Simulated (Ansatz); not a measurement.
# A hypothetical structure for CrRh2S4

This structure for CrRh2S4 is made up. Its elements were placed in a known structure type with a cell scaled to their sizes. What cell does the guess relax to, and how far off was it?

Calculated with Ansatz 0.2.0; DFT, PBE, plane-wave PAW, files of the set soft_1, scalar-relativistic, ferromagnetic start, cell and ions relaxed at zero pressure; PAW set soft_1.

## (1) Set-up

The structure is monoclinic, space group C2/m (No. 12). Conventional cell: a = 12.248 Å, b = 3.638 Å, c = 6.253 Å, α = 90.00°, β = 119.79°, γ = 90.00°. Nearest to Rh lie 6 S at 2.39 to 2.51 Å. Cr has 6 S at 2.48 Å nearest. Nearest to S lie 3 Rh at 2.39 to 2.42 Å and 1 Cr at 2.48 Å. Nearest to S lie 2 Cr at 2.48 Å and 3 Rh at 2.49 to 2.51 Å. Farther neighbours and most contacts between anions are not listed.

## (2) Relaxation of the guess

The guess takes its coordinates from another compound and its volume from a rule, so the cell and any free coordinates are relaxed together.

Input file input.yaml:

```yaml
crystal:
  lattice:
    - [6.124, -1.819, 0.0]
    - [6.124, 1.819, 0.0]
    - [-3.106631091, 0.0, 5.426679672]
  atoms:
    - { symbol: Rh, position: [0.2565, 0.2565, 0.2663], spin: 0.6 }
    - { symbol: Rh, position: [0.7435, 0.7435, 0.7337], spin: 0.6 }
    - { symbol: Cr, position: [0.0, 0.0, 0.0], spin: 3.0 }
    - { symbol: S, position: [0.1288, 0.1288, 0.4559] }
    - { symbol: S, position: [0.8712, 0.8712, 0.5441] }
    - { symbol: S, position: [0.3708, 0.3708, 0.0301] }
    - { symbol: S, position: [0.6292, 0.6292, 0.9699] }
magnetization:
  spin_polarized: true
kpoints:
  mp_grid: { grid: [8, 8, 5] }
scf:
  occupations: { method: fermi_dirac, width: 0.05 }
hamiltonian:
  xc: pbe
  pseudopotentials: { kind: paw, azcp: { folder: soft_1 } }
relax:
  f_tol: 0.015
  max_steps: 70
  cell: {}
output:
  forces: true
  stress: true
```

Started as:

```sh
ansatz run input.yaml --threads 4 --pin off --max-ram 10240MiB --backend cpu --events-out ev --progress --plain --runs-dir out
```

Numbers of over 12 decimals in the logs are rounded to 6 here.

Log:

```text
Engine: ansatz 0.2.0, aarch64-unknown-linux-gnu
Pseudopotentials: kind: paw
Pseudopotential: Rh, paw, valence charge 17, recommended cutoff 420 eV (normal), soft_1/Rh.paw.azcp
Pseudopotential: Cr, paw, valence charge 14, recommended cutoff 420 eV (normal), soft_1/Cr.paw.azcp
Pseudopotential: S, paw, valence charge 6, recommended cutoff 420 eV (normal), soft_1/S.paw.azcp
Functional definition: PBE
  parameter kappa = 0.804
  parameter beta = 0.066725
  exchange = pbe_x(kappa = kappa, mu = beta*pi^2/3)
  correlation = pbe_c(beta = beta)
Crystal: 7 atoms, lattice volume = 120.902 Å³
Basis set: ecut = 420 eV, 2355 PW (Γ), exchange–correlation on 90×90×90 points (8 copies of the dense FFT grid, shifted against one another)
Bands: 46, of which v1, the nominal top of the filled ones, is band 36 counted from 1 (35 counted from 0)
Symmetry: 4 space group operations
Space group: C2/m (ITA 12), of the structure as read, at distance tolerance 4.9e-5 Å
Magnetic group: BNS 12.58 (UNI 65), of the structure as read, at distance tolerance 4.9e-5 Å
k-points: 93 of 320
Non-local potential: Rh, projectors of the file, l = 0: 3, l = 1: 2, l = 2: 2, l = 3: 1
Non-local potential: Cr, projectors of the file, l = 0: 3, l = 1: 2, l = 2: 3, l = 3: 1
Non-local potential: S, projectors of the file, l = 0: 2, l = 1: 2, l = 2: 1
PAW form: soft (Blöchl's): semilocal exchange-correlation on the pseudo side does not see the compensation charge
PAW one-centre angular grid: Rh, 590 points (default); XC on 64 Gauss nodes
PAW one-centre angular grid: Cr, 590 points (default); XC on 64 Gauss nodes
PAW one-centre angular grid: S, 110 points (default); XC on 64 Gauss nodes
Initial density: superposition of atomic densities (chi_scale 0.1, normalization cell, long waves kept (reshape's long-wave potential 0.07 eV rms))
Starting moments: Σ|m| = 4.2 μB on 3 of 7 sites
Initial wavefunctions: pseudopotential atomic-orbital guess
Functional: x = pbe(κ = 0.804, μ = 0.219515), c = pbe(β = 0.066725)
SCF iter   1: F=—  HF=-19797.505522 eV  |F-HF|=—  |Δ(HF+E_count)|=         —  Δρ=5.79e-2 (↑5.79e-2 ↓4.72e-2)  dr2=1.99e1  dr2_m=2.09e-1  M=3.584 μB ∫|m|=3.775 μB  β_m=0.30  ethr=3.10e-3  ⟨swp⟩=9.4  Hψ=38874  notcnv=0
Mixer restart at iter 1: flushing history
preconditioner: auto → Kerker (q_TF=auto, 2.503 Å⁻¹)  [metal: Δε(μ)=0.005 eV  Ē_g=7.776 eV  σ=0.050 eV  W_gap=0.03  n_scr=38 (ndim 8)  ℏωp=23.4 eV  f_vac=0.008  D(μ)=4.86/eV (n_scr^D=38)]
spin=Collinear: Kerker preconditioning applied to the charge; magnetization (m = ρ↑ − ρ↓) channel mixes plain (no charge-response kernel on spin).
SCF iter   2: F=—  HF=-19795.699543 eV  |F-HF|=—  |Δ(HF+E_count)|=    1.81e0  Δρ=3.17e-2 (↑3.17e-2 ↓2.78e-2)  dr2=6.13e0  dr2_m=1.00e-1  M=3.533 μB ∫|m|=3.752 μB  β_m=0.45  ethr=3.10e-3  ⟨swp⟩=3.1  Hψ=20999  notcnv=0  defer=366
SCF iter   3: F=—  HF=-19794.840148 eV  |F-HF|=—  |Δ(HF+E_count)|=   8.59e-1  Δρ=1.25e-2 (↑1.04e-2 ↓1.25e-2)  dr2=5.63e-1  dr2_m=3.11e-2  M=3.470 μB ∫|m|=3.719 μB  β_m=0.68  ethr=3.10e-3  ⟨swp⟩=3.0  Hψ=15711  notcnv=0  defer=365
SCF iter   4: F=—  HF=-19794.966540 eV  |F-HF|=—  |Δ(HF+E_count)|=   1.26e-1  Δρ=6.21e-3 (↑6.21e-3 ↓5.60e-3)  dr2=1.54e-1  dr2_m=3.16e-3  M=3.416 μB ∫|m|=3.668 μB  β_m=0.61  ethr=7.82e-4  ⟨swp⟩=3.6  Hψ=16568  notcnv=0  defer=364
SCF iter   5: F=—  HF=-19795.007993 eV  |F-HF|=—  |Δ(HF+E_count)|=         —  Δρ=3.85e-3 (↑2.52e-3 ↓3.85e-3)  dr2=2.44e-2  dr2_m=8.84e-3  M=3.426 μB ∫|m|=3.681 μB  β_m=0.61  ethr=2.14e-4  ⟨swp⟩=2.7  Hψ=16291  notcnv=0  defer=363
Mixer restart at iter 5: flushing history
SCF iter   6: F=—  HF=-19795.009422 eV  |F-HF|=—  |Δ(HF+E_count)|=   1.43e-3  Δρ=1.97e-3 (↑1.52e-3 ↓1.97e-3)  dr2=1.04e-2  dr2_m=2.28e-3  M=3.424 μB ∫|m|=3.679 μB  β_m=0.81  ethr=3.40e-5  ⟨swp⟩=1.4  Hψ=9392  notcnv=0  defer=363
SCF iter   7: F=—  HF=-19795.008866 eV  |F-HF|=—  |Δ(HF+E_count)|=   5.56e-4  Δρ=5.55e-4 (↑5.55e-4 ↓4.08e-4)  dr2=1.91e-3  dr2_m=3.07e-5  M=3.431 μB ∫|m|=3.686 μB  β_m=0.90  ethr=1.44e-5  ⟨swp⟩=2.1  Hψ=13076  notcnv=0  defer=366
SCF iter   8: F=—  HF=-19795.009538 eV  |F-HF|=—  |Δ(HF+E_count)|=   6.72e-4  Δρ=5.36e-4 (↑5.36e-4 ↓2.09e-4)  dr2=6.75e-4  dr2_m=7.69e-5  M=3.425 μB ∫|m|=3.680 μB  β_m=0.84  ethr=2.65e-6  ⟨swp⟩=2.0  Hψ=14434  notcnv=0  defer=366
SCF iter   9: F=—  HF=-19795.009569 eV  |F-HF|=—  |Δ(HF+E_count)|=   3.09e-5  Δρ=1.47e-4 (↑1.47e-4 ↓1.08e-4)  dr2=2.23e-4  dr2_m=4.77e-6  M=3.432 μB ∫|m|=3.687 μB  β_m=0.92  ethr=9.38e-7  ⟨swp⟩=2.1  Hψ=13483  notcnv=0  defer=366
SCF iter  10: F=—  HF=-19795.009640 eV  |F-HF|=—  |Δ(HF+E_count)|=   7.05e-5  Δρ=2.32e-4 (↑2.32e-4 ↓4.87e-5)  dr2=9.06e-5  dr2_m=1.34e-5  M=3.428 μB ∫|m|=3.683 μB  β_m=0.91  ethr=3.09e-7  ⟨swp⟩=2.0  Hψ=12146  notcnv=0  defer=366
SCF iter  11: F=—  HF=-19795.009658 eV  |F-HF|=—  |Δ(HF+E_count)|=   1.85e-5  Δρ=1.08e-4 (↑1.08e-4 ↓4.73e-5)  dr2=3.42e-5  dr2_m=2.54e-6  M=3.429 μB ∫|m|=3.684 μB  β_m=0.87  ethr=1.26e-7  ⟨swp⟩=2.3  Hψ=12176  notcnv=0  defer=366
SCF iter  12: F=—  HF=-19795.009658 eV  |F-HF|=—  |Δ(HF+E_count)|=   5.00e-7  Δρ=1.33e-5 (↑1.33e-5 ↓1.07e-5)  dr2=1.44e-6  dr2_m=1.65e-8  M=3.430 μB ∫|m|=3.685 μB  β_m=0.93  ethr=4.75e-8  ⟨swp⟩=2.3  Hψ=11152  notcnv=0  defer=366
SCF iter  13: F=—  HF=-19795.009659 eV  |F-HF|=—  |Δ(HF+E_count)|=   8.70e-7  Δρ=1.73e-5 (↑1.73e-5 ↓4.29e-6)  dr2=5.65e-7  dr2_m=7.48e-8  M=3.430 μB ∫|m|=3.685 μB  β_m=0.97  ethr=2.00e-9  ⟨swp⟩=2.3  Hψ=14232  notcnv=0  defer=366
SCF iter  14: F=—  HF=-19795.009659 eV  |F-HF|=—  |Δ(HF+E_count)|=   1.21e-8  Δρ=1.72e-6 (↑1.72e-6 ↓1.44e-6)  dr2=1.60e-8  dr2_m=5.03e-10  M=3.430 μB ∫|m|=3.685 μB  β_m=0.97  ethr=7.84e-10  ⟨swp⟩=2.3  Hψ=12679  notcnv=0  defer=366
SCF iter  15: F=-19795.009659 eV  HF=-19795.009659 eV  |F-HF|=1.19e-9  |Δ(HF+E_count)|=   6.45e-9  Δρ=7.61e-7 (↑7.61e-7 ↓5.52e-7)  dr2=3.40e-9  dr2_m=3.51e-11  M=3.430 μB ∫|m|=3.685 μB  ethr=2.22e-11  ⟨swp⟩=2.1  Hψ=25546  notcnv=0
SCF 1 converged in 15 iterations: F = -19795.009659 eV  dr2 = 3.40e-9
  greatest PAW one-centre occupation: 1.000 electrons in one spin orbital (limit 2), on the Cr atom at site 2 (counted from 0), in its partial waves of l = 0
relax step   1: F+E_penalty+E_count = -19795.00965863 eV  Δ(F+E_penalty+E_count) = +0.000e0 eV  max|allowed force component| = 6.633e-1 eV/Å  Δτ_max = 0.0000 Å  P = -5.102 GPa  Ω = 120.902 Å³  (15 SCF iters, dr2 threshold 1.00e-7 eV, accepted)
Crystal: 7 atoms, lattice volume = 116.480 Å³
Basis set: ecut = 420 eV, 2265 PW (Γ), exchange–correlation on 90×90×90 points (8 copies of the dense FFT grid, shifted against one another)
Initial density: handed on by an earlier stage of this run
[...]
SCF 3 converged in 11 iterations: F = -19795.207467 eV  dr2 = 9.31e-8
relax step   3: F+E_penalty+E_count = -19795.20746666 eV  Δ(F+E_penalty+E_count) = -3.007e-2 eV  max|allowed force component| = 1.518e-1 eV/Å  Δτ_max = 0.0321 Å  P = +0.446 GPa  Ω = 115.649 Å³  energy of the carried Pulay correction = +1.751e-3 eV  (11 SCF iters, dr2 threshold 7.00e-7 eV, accepted)
[...]
relax step   4: F+E_penalty+E_count = -19795.21502406 eV  Δ(F+E_penalty+E_count) = -7.557e-3 eV  max|allowed force component| = 4.227e-2 eV/Å  Δτ_max = 0.0185 Å  P = +0.067 GPa  Ω = 115.725 Å³  energy of the carried Pulay correction = +1.725e-3 eV  (10 SCF iters, dr2 threshold 7.00e-7 eV, accepted)
[...]
relax step   5: F+E_penalty+E_count = -19795.21588535 eV  Δ(F+E_penalty+E_count) = -8.613e-4 eV  max|allowed force component| = 8.064e-3 eV/Å  Δτ_max = 0.0123 Å  P = +0.009 GPa  Ω = 115.674 Å³  energy of the carried Pulay correction = +1.742e-3 eV  (9 SCF iters, dr2 threshold 1.12e-7 eV, accepted)
[...]
relax step   6: F+E_penalty+E_count = -19795.21591111 eV  Δ(F+E_penalty+E_count) = -2.575e-5 eV  max|allowed force component| = 1.255e-3 eV/Å  Δτ_max = 0.0008 Å  P = -0.006 GPa  Ω = 115.690 Å³  energy of the carried Pulay correction = +1.737e-3 eV  (8 SCF iters, dr2 threshold 6.96e-9 eV, accepted)
Initial wavefunctions: pseudopotential atomic-orbital guess (no wavefunctions were taken with the density)
iter 1 solved again at ethr=7.92e-7 eV; its pass at ethr=3.10e-3 eV (dr2=5.70e-4 eV) is discarded
SCF iter   1: F=—  HF=-19795.213079 eV  |F-HF|=—  |Δ(HF+E_count)|=         —  Δρ=1.59e-4 (↑1.59e-4 ↓1.39e-4)  dr2=1.54e-5  dr2_m=4.62e-7  M=3.059 μB ∫|m|=3.316 μB  β_m=0.65  ethr=7.92e-7  ⟨swp⟩=4.1  Hψ=64139  notcnv=0
spin=Collinear: Kerker preconditioning applied to the charge; magnetization (m = ρ↑ − ρ↓) channel mixes plain (no charge-response kernel on spin).
SCF iter   2: F=—  HF=-19795.214029 eV  |F-HF|=—  |Δ(HF+E_count)|=   9.51e-4  Δρ=5.64e-5 (↑5.64e-5 ↓5.09e-5)  dr2=1.54e-6  dr2_m=6.31e-8  M=3.059 μB ∫|m|=3.316 μB  β_m=0.47  ethr=2.14e-8  ⟨swp⟩=2.7  Hψ=17105  notcnv=0
SCF iter   3: F=—  HF=-19795.214119 eV  |F-HF|=—  |Δ(HF+E_count)|=   8.98e-5  Δρ=3.26e-5 (↑3.26e-5 ↓2.94e-5)  dr2=4.20e-7  dr2_m=1.90e-8  M=3.059 μB ∫|m|=3.316 μB  β_m=0.71  ethr=2.13e-9  ⟨swp⟩=2.8  Hψ=14183  notcnv=0
SCF iter   4: F=—  HF=-19795.214166 eV  |F-HF|=—  |Δ(HF+E_count)|=   4.71e-5  Δρ=1.09e-5 (↑1.09e-5 ↓8.05e-6)  dr2=5.95e-7  dr2_m=1.07e-8  M=3.059 μB ∫|m|=3.316 μB  β_m=0.86  ethr=5.84e-10  ⟨swp⟩=2.3  Hψ=14288  notcnv=0
SCF iter   5: F=—  HF=-19795.214168 eV  |F-HF|=—  |Δ(HF+E_count)|=   1.43e-6  Δρ=6.87e-6 (↑6.87e-6 ↓4.95e-6)  dr2=1.61e-7  dr2_m=1.11e-8  M=3.060 μB ∫|m|=3.316 μB  β_m=0.93  ethr=5.84e-10  ⟨swp⟩=2.5  Hψ=15387  notcnv=0
SCF iter   6: F=—  HF=-19795.214168 eV  |F-HF|=—  |Δ(HF+E_count)|=   3.91e-7  Δρ=6.78e-6 (↑6.78e-6 ↓2.83e-6)  dr2=1.53e-7  dr2_m=9.13e-9  M=3.060 μB ∫|m|=3.316 μB  β_m=0.84  ethr=2.24e-10  ⟨swp⟩=2.0  Hψ=14939  notcnv=0
SCF iter   7: F=—  HF=-19795.214168 eV  |F-HF|=—  |Δ(HF+E_count)|=   8.04e-8  Δρ=7.61e-7 (↑7.02e-7 ↓7.61e-7)  dr2=4.58e-9  dr2_m=4.14e-11  M=3.060 μB ∫|m|=3.316 μB  β_m=0.92  ethr=2.12e-10  ⟨swp⟩=2.1  Hψ=13760  notcnv=0
SCF iter   8: F=—  HF=-19795.214165 eV  |F-HF|=—  |Δ(HF+E_count)|=   3.44e-6  Δρ=3.09e-7 (↑3.09e-7 ↓3.05e-7)  dr2=6.29e-10  dr2_m=6.02e-12  M=3.060 μB ∫|m|=3.316 μB  β_m=0.96  ethr=6.36e-12  ⟨swp⟩=3.7  Hψ=21233  notcnv=0
SCF iter   9: F=—  HF=-19795.214165 eV  |F-HF|=—  |Δ(HF+E_count)|=   2.10e-9  Δρ=1.49e-7 (↑1.49e-7 ↓1.25e-7)  dr2=1.52e-10  dr2_m=6.78e-13  M=3.060 μB ∫|m|=3.316 μB  β_m=0.98  ethr=1.00e-12  ⟨swp⟩=2.1  Hψ=13225  notcnv=0
SCF iter  10: F=—  HF=-19795.214165 eV  |F-HF|=—  |Δ(HF+E_count)|=  1.67e-10  Δρ=2.58e-8 (↑2.58e-8 ↓2.56e-8)  dr2=5.20e-12  dr2_m=1.72e-14  M=3.060 μB ∫|m|=3.316 μB  β_m=0.99  ethr=1.00e-12  ⟨swp⟩=2.1  Hψ=11550  notcnv=0
SCF iter  11: F=-19795.214165 eV  HF=-19795.214165 eV  |F-HF|=1.82e-11  |Δ(HF+E_count)|=  1.09e-11  Δρ=6.73e-8 (↑6.73e-8 ↓3.22e-8)  dr2=1.86e-11  dr2_m=3.84e-13  M=3.060 μB ∫|m|=3.316 μB  ethr=1.00e-12  ⟨swp⟩=3.0  Hψ=25947  notcnv=0
SCF 7 converged in 11 iterations: F = -19795.214165 eV  dr2 = 1.86e-11
relax step   7: F+E_penalty+E_count = -19795.21416470 eV  Δ(F+E_penalty+E_count) = +1.746e-3 eV  max|allowed force component| = 1.534e-3 eV/Å  Δτ_max = 0.0000 Å  P = +0.000 GPa  Ω = 115.690 Å³  stress off target by 1.20e-2 GPa  SCF on the basis re-selected at this cell (its energy is not comparable with the rows above)  (11 SCF iters)
basis re-selected at this cell: Δ(F+E_penalty+E_count) = +1.746e-3 eV, ΔP = +0.006 GPa vs the last step (what re-selecting the basis moved, of the pressure what is left beyond the Pulay correction that the steps carried, after the strain that the cell walked since its last selection, with what the two solves' SCF thresholds leave and, on support functions, any second-order correction that the steps lacked; it is no m [...]
SCF converged after 11 iterations
Magnetization: 3.0596 μB (37.5298 up, 34.4702 down)
Absolute magnetization: 3.3154 μB (∫|ρ↑−ρ↓|, with the PAW one-centre terms)
Spin contamination: 0.1455 ħ² per cell (⟨S²⟩ above its minimum at these occupations)
Per-site moments (μB) at R_I (Å): [(0.076742, 0.958810), (0.076742, 0.958810), (2.560913, 1.001427), (-0.00309132, 0.958810), (-0.00309132, 0.958810), (-0.014688, 1.003881), (-0.014688, 1.003881)]
Free energy (F): -19795.214165 eV
Harris-Foulkes:  -19795.214165 eV  (|F-HF|=1.82e-11)
Internal energy: -19795.185729 eV  (E = F + TS)
E sigma→0 (E₀):  -19795.199947 eV
Entropy (-TS):   -0.028435 eV (-4.062 meV/atom)
Fermi energy:    12.084218 eV
--- Per-component energies (eV) ---
  E_band       = -661.012883
  E_kinetic    = 1800.846979
  E_local      = -7244.058683  (includes V_loc(G=0)·N_el)
  E_nonlocal   = 782.700490
  E_hartree    = 2937.180324
  E_xc         = -873.748148
  E_vxc        = -983.181159  (∫ρ·V_xc dr)
  E_paw        = -10863.605688  (= ΣΔE_a)
  E_vpaw       = -891.681969  (= ΣTr[D̂ρ^β])
  E_aug_tail   = 0.000966  (compensation charges beyond the density's cutoff)
  E_ewald      = -6334.501969
  E_smearing   = -0.028435  (= −TS)
  E_closure    = -0.000000  (closes the sum)
  Σ components = -19795.214165   (vs F -19795.214165, Δ=0.00e0)
--- Forces (eV/Å), atoms counted from 1 ---
  atom   1  Rh    -0.00089681    -0.00000000    -0.00153373
  atom   2  Rh     0.00089681     0.00000000     0.00153373
  atom   3  Cr     0.00000000     0.00000000     0.00000000
  atom   4  S     -0.00054729    -0.00000000    -0.00021518
  atom   5  S      0.00054729     0.00000000     0.00021518
  atom   6  S      0.00063183     0.00000000    -0.00049707
  atom   7  S     -0.00063183    -0.00000000     0.00049707
  max |Σ_I F_I| component: 1.08e-19 eV/Å
--- Stress (GPa, compression-positive) ---
        0.000123       0.000000      -0.000218
        0.000000      -0.011159      -0.000000
       -0.000218      -0.000000       0.012045
  P = ⅓ Tr σ = 0.0003 GPa (0.003 kbar)
--- Relaxed structure (6 steps of the walk, 6 accepted, 1 SCFs on fresh bases) ---
  F+E_penalty+E_count = -19795.21416470 eV   max|allowed force component| = 1.534e-3 eV/Å   (the final SCF, on the basis selected at the relaxed cell)
  cell:  # Å, volume = 115.6903 Å³
    - [6.143449, -1.744014, 0.041541]
    - [6.143449, 1.744014, 0.041541]
    - [-3.079686, 0.0, 5.378066]
  atoms:
    - { symbol: Rh, position: [0.265473, 0.265473, 0.281357] }
    - { symbol: Rh, position: [0.734527, 0.734527, 0.718643] }
    - { symbol: Cr, position: [0, 0, -2.968324562393994e-19] }
    - { symbol: S, position: [0.129022, 0.129022, 0.447783] }
    - { symbol: S, position: [0.870978, 0.870978, 0.552217] }
    - { symbol: S, position: [0.369740, 0.369740, 0.029381] }
    - { symbol: S, position: [0.630260, 0.630260, 0.970619] }
```

It took 2.2 min on 4 threads of Arm Neoverse V1, shared host; peak memory 1 GiB.

Relaxation path:

| step | energy less that of the first step (eV) | largest force component (eV/Å) | pressure (GPa) | volume (Å³) |
| --- | --- | --- | --- | --- |
| 1 | 0.0000 | 0.6633 | -5.10 | 120.90 |
| 2 | -0.1677 | 0.3033 | -0.60 | 116.48 |
| 3 | -0.1978 | 0.1518 | 0.45 | 115.65 |
| 4 | -0.2054 | 0.0423 | 0.07 | 115.73 |
| 5 | -0.2062 | 0.0081 | 0.01 | 115.67 |
| 6 | -0.2063 | 0.0013 | -0.01 | 115.69 |
| 7* | -0.2045 | 0.0015 | 0.00 | 115.69 |

Relaxation steps marked * repeat the geometry before them on a plane-wave basis chosen anew for their cell, so energy and pressure can jump there.

Forces are held to the 4 operations that the run works with; a distortion that breaks them can't arise in this run.

| cell as run | before | after | change |
| --- | --- | --- | --- |
| a (Å) | 6.388 | 6.386 | -0.0 % |
| b (Å) | 6.388 | 6.386 | -0.0 % |
| c (Å) | 6.253 | 6.197 | -0.9 % |
| α (°) | 118.44 | 118.19 | -0.2 % |
| β (°) | 118.44 | 118.19 | -0.2 % |
| γ (°) | 33.09 | 31.70 | -4.2 % |
| volume (Å³/atom) | 17.27 | 16.53 | -4.3 % |

The atoms that moved most (Å, as changes of fractional coordinates times the final cell):

| atom | dx | dy | dz | length |
| --- | --- | --- | --- | --- |
| Rh1 | 0.064 | 0.000 | 0.082 | 0.104 |
| Rh2 | -0.064 | 0.000 | -0.082 | 0.104 |
| S5 | -0.028 | 0.000 | 0.044 | 0.052 |
| S4 | 0.028 | 0.000 | -0.044 | 0.052 |
| S6 | -0.011 | 0.000 | -0.004 | 0.012 |
| S7 | 0.011 | 0.000 | 0.004 | 0.012 |

Final coordinates:

```xyz
7
Lattice="6.1434 -1.7440 0.0415 6.1434 1.7440 0.0415 -3.0797 0.0000 5.3781" Properties=species:S:1:pos:R:3 pbc="T T T"
Rh    2.3953    0.0000    1.5352
Rh    6.8119    0.0000    3.9259
Cr    0.0000    0.0000    0.0000
S     0.2062    0.0000    2.4189
S     9.0010    0.0000    3.0422
S     4.4525    0.0000    0.1887
S     4.7547    0.0000    5.2724
```

This step gave:

| Quantity | Value |
| --- | --- |
| free energy | -19795.2142 eV |
| energy at zero smearing | -19795.1999 eV |
| smearing term TS | 0.02844 eV |
| Fermi energy | 12.08 eV |
| magnetization | 3.060 μB |
| absolute magnetization | 3.315 μB |
| site moments | 0.07674, 0.07674, 2.561, -0.003091, -0.003091, -0.01469, -0.01469 μB |
| electrons | 72 |
| symmetry operations | 4 |
| pressure | 3.36e-4 GPa |

Site moment by atom:

| atom | site moment (μB) |
| --- | --- |
| Rh1 | 0.08 |
| Rh2 | 0.08 |
| Cr3 | 2.56 |
| S4 | 0.00 |
| S5 | 0.00 |
| S6 | -0.01 |
| S7 | -0.01 |

The shortest distance of each pair, which need not be the same contact before and after:

| pair | guess (Å) | relaxed (Å) |
| --- | --- | --- |
| Rh–S | 2.386 | 2.324 |
| Cr–S | 2.479 | 2.428 |
| Cr–Rh | 2.728 | 2.845 |
| S–S | 3.286 | 3.226 |
| Rh–Rh | 3.513 | 3.397 |

The relaxation ends with a largest force component of 0.0015 eV/Å and a pressure of 0.00 GPa.

## (3) What came out

```yaml
space_group_relaxed: C2/m
conventional_cell: a = 12.287, b = 3.488, c = 6.197 Å; α = 90.0°, β = 119.4°, γ = 90.0°
volume_per_atom: 16.53 Å³ (guess 17.27)
total_moment: 3.06 μB in the cell of 7 atoms
```

What this shows: CrRh2S4 relaxes to C2/m with a = 12.287, b = 3.488 and c = 6.197 Å. The guessed volume was 5 % too large. The space group C2/m was held in the relaxation, so the end point is a stationary structure within it and may be a saddle against distortions or other arrangements. The input starts from parallel moments, and no other start was typed. Mesh and cutoff weren't tested. No dispersion term is used, so weakly bound directions may come out too long. Nothing here tests whether the compound is stable against decomposition.

[Logs are printed without paths, hosts, clocks, repeated set-up lines and the standing remarks that a program may print on its own settings, such as how far it seeks lower states.]

[Hosts, paths, dates, database ids (printed as entryN), source tags and the programs' standing remarks are cut or masked in the printed files.]
